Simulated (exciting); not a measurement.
**F K-edge absorption of ScF3, all-electron BSE**

Wanted: the near-edge spectrum and the bound core excitons at the F K edge of ScF3.

Method: X-ray absorption, core-level Bethe-Salpeter equation, exchange and statically screened direct term, Tamm-Dancoff, all-electron LAPW+lo LDA, in exciting sodium.

## Step 1: The structure

Symmetry: R-3c, No. 167, trigonal system. The conventional cell has a = 5.244 Å, b = 5.244 Å, c = 14.109 Å, α = 90.00°, β = 90.00°, γ = 120.00°. Sc has 6 F at 1.99 Å nearest. Nearest to F lie 2 Sc at 1.99 Å. Farther neighbours and most contacts between anions are not listed.

Structure file:

```cif
data_structure
_symmetry_space_group_name_H-M 'P 1'
_symmetry_Int_Tables_number 1
_cell_length_a 5.5935
_cell_length_b 5.5935
_cell_length_c 5.5935
_cell_angle_alpha 55.913
_cell_angle_beta 55.913
_cell_angle_gamma 55.913
_cell_volume 112.02
loop_
_atom_site_label
_atom_site_type_symbol
_atom_site_fract_x
_atom_site_fract_y
_atom_site_fract_z
_atom_site_occupancy
Sc1 Sc 0.00000 0.00000 0.00000 1
Sc2 Sc 0.50000 0.50000 0.50000 1
F3 F 0.25000 0.85230 0.64770 1
F4 F 0.85230 0.64770 0.25000 1
F5 F 0.64770 0.25000 0.85230 1
F6 F 0.75000 0.14770 0.35230 1
F7 F 0.14770 0.35230 0.75000 1
F8 F 0.35230 0.75000 0.14770 1
```

Differences between curves are given as r.m.s. difference over r.m.s. height.

## Step 2: The self-consistent potential

The species files are the program's own, with muffin-tin radii set in the input.

input.xml reads:

```
<input>
  <title>ScF3</title>
  <structure speciespath="." autormt="false" epslat="1.0e-5">
    <crystal>
      <basevect>4.9552783461 2.8609312870 8.8875142433</basevect>
      <basevect>-4.9552783461 2.8609312870 8.8875142433</basevect>
      <basevect>0.0000000000 -5.7218625739 8.8875142433</basevect>
    </crystal>
    <species speciesfile="Sc.xml" rmt="2.115">
      <atom coord="0.0000000000 0.0000000000 0.0000000000"/>
      <atom coord="0.5000000000 0.5000000000 0.5000000000"/>
    </species>
    <species speciesfile="F.xml" rmt="1.534">
      <atom coord="0.2500000000 0.8523000000 0.6477000000"/>
      <atom coord="0.8523000000 0.6477000000 0.2500000000"/>
      <atom coord="0.6477000000 0.2500000000 0.8523000000"/>
      <atom coord="0.7500000000 0.1477000000 0.3523000000"/>
      <atom coord="0.1477000000 0.3523000000 0.7500000000"/>
      <atom coord="0.3523000000 0.7500000000 0.1477000000"/>
    </species>
  </structure>
  <groundstate do="fromscratch" xctype="LDA_PW" ngridk="3 3 3" rgkmax="6.5" gmaxvr="14" nempty="8" swidth="0.001" maxscl="100" epsengy="1e-5"/>
</input>
```

The run is started by

```bash
> OMP_NUM_THREADS=1 mpirun -n 4 exciting
```

The log of the run:

```text
EXCITING SODIUM started
********************************************************************************
* Ground-state run starting from atomic densities                              *
********************************************************************************
+ Starting initialization                                                      +
 Lattice vectors (cartesian) :
      4.9552783461      2.8609312870      8.8875142433
     -4.9552783461      2.8609312870      8.8875142433
      0.0000000000     -5.7218625739      8.8875142433
 Reciprocal lattice vectors (cartesian) :
      0.6339891393      0.3660338002      0.2356558926
     -0.6339891393      0.3660338002      0.2356558926
      0.0000000000     -0.7320676005      0.2356558926
 Unit cell volume                           :     755.9743179343
 Brillouin zone volume                      :       0.3281198945
 Species :    1 (Sc)
     parameters loaded from                 :    Sc.xml
     name                                   :    scandium
     nuclear charge                         :     -21.00000000
     electronic charge                      :      21.00000000
     atomic mass                            :   81949.61067000
     muffin-tin radius                      :       2.11500000
     # of radial points in muffin-tin       :     350
     atomic positions (lattice) :
       1 :   0.00000000  0.00000000  0.00000000
       2 :   0.50000000  0.50000000  0.50000000
 Species :    2 (F)
     parameters loaded from                 :    F.xml
     name                                   :    fluorine
     nuclear charge                         :      -9.00000000
     electronic charge                      :       9.00000000
     atomic mass                            :   34631.97043000
     muffin-tin radius                      :       1.53400000
     # of radial points in muffin-tin       :     250
     atomic positions (lattice) :
       1 :   0.25000000  0.85230000  0.64770000
       2 :   0.85230000  0.64770000  0.25000000
       3 :   0.64770000  0.25000000  0.85230000
       4 :   0.75000000  0.14770000  0.35230000
       5 :   0.14770000  0.35230000  0.75000000
       6 :   0.35230000  0.75000000  0.14770000
 Total number of atoms per unit cell        :       8
 Spin treatment                             :    spin-unpolarised
 Number of Bravais lattice symmetries       :      12
 Number of crystal symmetries               :      12
 k-point grid                               :       3    3    3
 Total number of k-points                   :       6
 k-point set is reduced with crystal symmetries
 R^MT_min * |G+k|_max (rgkmax)              :       6.50000000
 Species with R^MT_min                      :       2 (F)
 Maximum |G+k| for APW functions            :       4.23728814
 Maximum |G| for potential and density      :      14.00000000
 G-vector grid sizes                        :      48    48    48
 Total number of G-vectors                  :   34929
 Maximum angular momentum used for
     APW functions                          :       8
     computing H and O matrix elements      :       8
     potential and density                  :       8
     inner part of muffin-tin               :       2
 Total nuclear charge                       :     -96.00000000
 Total electronic charge                    :      96.00000000
 Total core charge                          :      32.00000000
 Total valence charge                       :      64.00000000
 Number of empty states                     :       8
 Total number of valence states             :      41
 Maximum Hamiltonian size                   :    1031
 Maximum number of plane-waves              :     975
 Total number of local-orbitals             :      56
 Exchange-correlation type                  :       3
     Perdew-Wang, Phys. Rev. B 45, 13244 (1992)
 Smearing scheme                            :    Gaussian
 Smearing width                             :       0.00100000
 Using multisecant Broyden potential mixing
+ Ending initialization                                                        +
********************************************************************************
* Groundstate module started                                                   *
********************************************************************************
 Output level for this task is set to normal
+ Self-consistent loop started                                                 +
 Density and potential initialised from atomic data
+ SCF iteration number :    1                                                  +
 Total energy                               :     -2129.55687963
 _______________________________________________________________
 Fermi energy                               :         0.01788286
 Kinetic energy                             :      2131.62838985
 Coulomb energy                             :     -4126.26500098
 Exchange energy                            :      -127.54904826
 Correlation energy                         :        -7.37122025
 DOS at Fermi energy (states/Ha/cell)       :         0.00000000
 Electron charges :
     core                                   :        32.00000000
     core leakage                           :         0.00000027
     valence                                :        64.00000000
     interstitial                           :         9.15272354
     charge in muffin-tin spheres :
                  atom     1    Sc          :        18.36319537
                  atom     2    Sc          :        18.36319537
                  atom     3     F          :         8.35348095
                  atom     4     F          :         8.35348095
                  atom     5     F          :         8.35348095
                  atom     6     F          :         8.35348095
                  atom     7     F          :         8.35348095
                  atom     8     F          :         8.35348095
     total charge in muffin-tins            :        86.84727646
     total charge                           :        96.00000000
 Estimated fundamental gap                  :         0.35934897
        valence-band maximum at    1      0.0000  0.0000  0.0000
     conduction-band minimum at    1      0.0000  0.0000  0.0000
[... further iterations ...]
| Convergence targets achieved. Performing final SCF iteration                 +
 Total energy                               :     -2121.82624874
 _______________________________________________________________
 Fermi energy                               :         0.04646212
 Kinetic energy                             :      2132.20601832
 Coulomb energy                             :     -4120.23796849
 Exchange energy                            :      -126.46575503
 Correlation energy                         :        -7.32854354
 DOS at Fermi energy (states/Ha/cell)       :         0.00000000
 Electron charges :
     core                                   :        32.00000000
     core leakage                           :         0.00000027
     valence                                :        64.00000000
     interstitial                           :        10.23394933
     charge in muffin-tin spheres :
                  atom     1    Sc          :        18.65361007
                  atom     2    Sc          :        18.65361007
                  atom     3     F          :         8.07647175
                  atom     4     F          :         8.07647175
                  atom     5     F          :         8.07647175
                  atom     6     F          :         8.07647175
                  atom     7     F          :         8.07647175
                  atom     8     F          :         8.07647175
     total charge in muffin-tins            :        85.76605067
     total charge                           :        96.00000000
 Estimated fundamental gap                  :         0.24794343
        valence-band maximum at    3      0.3333  0.3333  0.0000
     conduction-band minimum at    1      0.0000  0.0000  0.0000
+ Self-consistent loop stopped                                                 +
 STATE.OUT is written
********************************************************************************
* Groundstate module stopped                                                   *
********************************************************************************
 Total time spent (seconds)                 :        77.16
- CAUTION! Warnings have been written in file WARNING.OUT !                    -
| EXCITING SODIUM stopped                                                      =
```

The job ended after 80 s (4 MPI ranks of Intel Xeon at 2.70GHz, shared host).

The warnings file holds hints only, no warning.

The mesh shows a gap of 6.75 eV. Core levels (Dirac, from the valence top):

| atom | level | energy (eV) |
| --- | --- | --- |
| Sc | 1s1/2 | -4374.5 |
| Sc | 2s1/2 | -463.4 |
| Sc | 2p1/2 | -381.5 |
| Sc | 2p3/2 | -376.8 |
| F | 1s1/2 | -646.7 |

## Step 3: A richer basis for the empty states

Each species file gets more local orbitals, built from u and its energy derivative at 0.15 Ha and u at 0.9 Ha.

input.xml is that of step 2.

SPECIES.xml, added lines reads:

```
<lo l="L">  <!-- L = 0, 1, 2 -->
  <wf matchingOrder="0" trialEnergy="0.1500" searchE="false"/>
  <wf matchingOrder="1" trialEnergy="0.1500" searchE="false"/>
  <wf matchingOrder="0" trialEnergy="0.9000" searchE="false"/>
</lo>
```

The run is started by

```bash
> OMP_NUM_THREADS=1 mpirun -n 4 exciting
```

The log of the run:

```text
EXCITING SODIUM started
********************************************************************************
* Ground-state run starting from atomic densities                              *
********************************************************************************
+ Starting initialization                                                      +
[... lattice and species ...]
 Spin treatment                             :    spin-unpolarised
 Number of Bravais lattice symmetries       :      12
[...]
+ Self-consistent loop stopped                                                 +
 STATE.OUT is written
********************************************************************************
* Groundstate module stopped                                                   *
********************************************************************************
 Total time spent (seconds)                 :        92.48
- CAUTION! Warnings have been written in file WARNING.OUT !                    -
| EXCITING SODIUM stopped                                                      =
[key lines of the parts left out:]
Total energy                               :     -2121.83201299
Fermi energy                               :         0.04748298
```

Elapsed: 94 s, on 4 MPI ranks.

Against the first ground state the total energy moves by -20 meV an atom and the gap by 0.00 eV.

(Part 1 of 3 ends here.)

[Banner, clock and machine lines of the logs are left out without a mark of their own.]

[Logs are printed without paths, hosts, clocks, repeated set-up lines and the standing remarks that a program may print on its own settings, such as how far it seeks lower states.]

[Hosts, paths, dates, database ids (printed as entryN), source tags and the programs' standing remarks are cut or masked in the printed files.]
